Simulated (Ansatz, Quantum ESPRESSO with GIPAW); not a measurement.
# BaHClO: working out the 35Cl quadrupolar coupling

A plane-wave PAW calculation (PBEsol, Ansatz) gives this electric field gradient, in 10²¹ V/m² and Cartesian axes, at one Cl site of BaHClO (atom 5; bound to Ba5; site symmetry m):

```
     -0.7505        0.0000       -0.3555
      0.0000        1.9241        0.0000
     -0.3555        0.0000       -1.1736
```

35Cl has spin 3/2, Q = -0.08112 barn and |γ|/2π = 4.1765 MHz/T. The cell is the Pnma form of a database entry, atoms relaxed, static and at 0 K, with no spin-orbit coupling beside its heavy atoms. The PAW files were made for PBE.

**Task.** Find C_Q, η_Q and ν_Q, and the shift and width of the central transition under fast MAS at 11.7 T and 14.1 T.

1. The tensor is symmetric and traceless. Its eigenvalues, ordered by size, are V_xx = -0.5484, V_yy = -1.3757 and V_zz = 1.9241.

2. η_Q = (V_xx − V_yy)/V_zz = 0.430.

3. C_Q = eQV_zz/h. One unit of 10²¹ V/m² with one barn gives 24.18 MHz, so C_Q = 24.18 × −0.08112 × 1.9241 = -3.774 MHz. A spectrum shows its size, not its sign.

4. ν_Q = 3C_Q/[2I(2I−1)] = 1.887 MHz in size, and P_Q = |C_Q|√(1 + η²/3) = 3.889 MHz.

5. The resonances lie at ν0 = 48.87 and 58.89 MHz, so ν_Q/ν0 is 0.039 at most and second order holds. The centre of gravity moves by δ_Q = −(3/40)(P_Q/ν0)² F × 10⁶ ppm, with F = [I(I+1) − 3/4]/[I²(2I−1)²] = 0.3333: -158 ppm at 11.7 T and -109 ppm at 14.1 T.

6. Summing the second-order term over orientations gives a full width of 367 ppm (18 kHz) and 253 ppm (15 kHz). In ppm both fall as 1/B²: (11.7/14.1)² = 0.689. The spinning rate must pass the static width for this shape to show cleanly.

[Banner, clock, file and message-heading lines were taken out of the pw.x and gipaw.x logs.]

[Logs are printed without paths, hosts, clocks, repeated set-up lines and the standing remarks that a program may print on its own settings, such as how far it seeks lower states.]

[Hosts, paths, dates, database ids (printed as entryN), source tags and the programs' standing remarks are cut or masked in the printed files.]
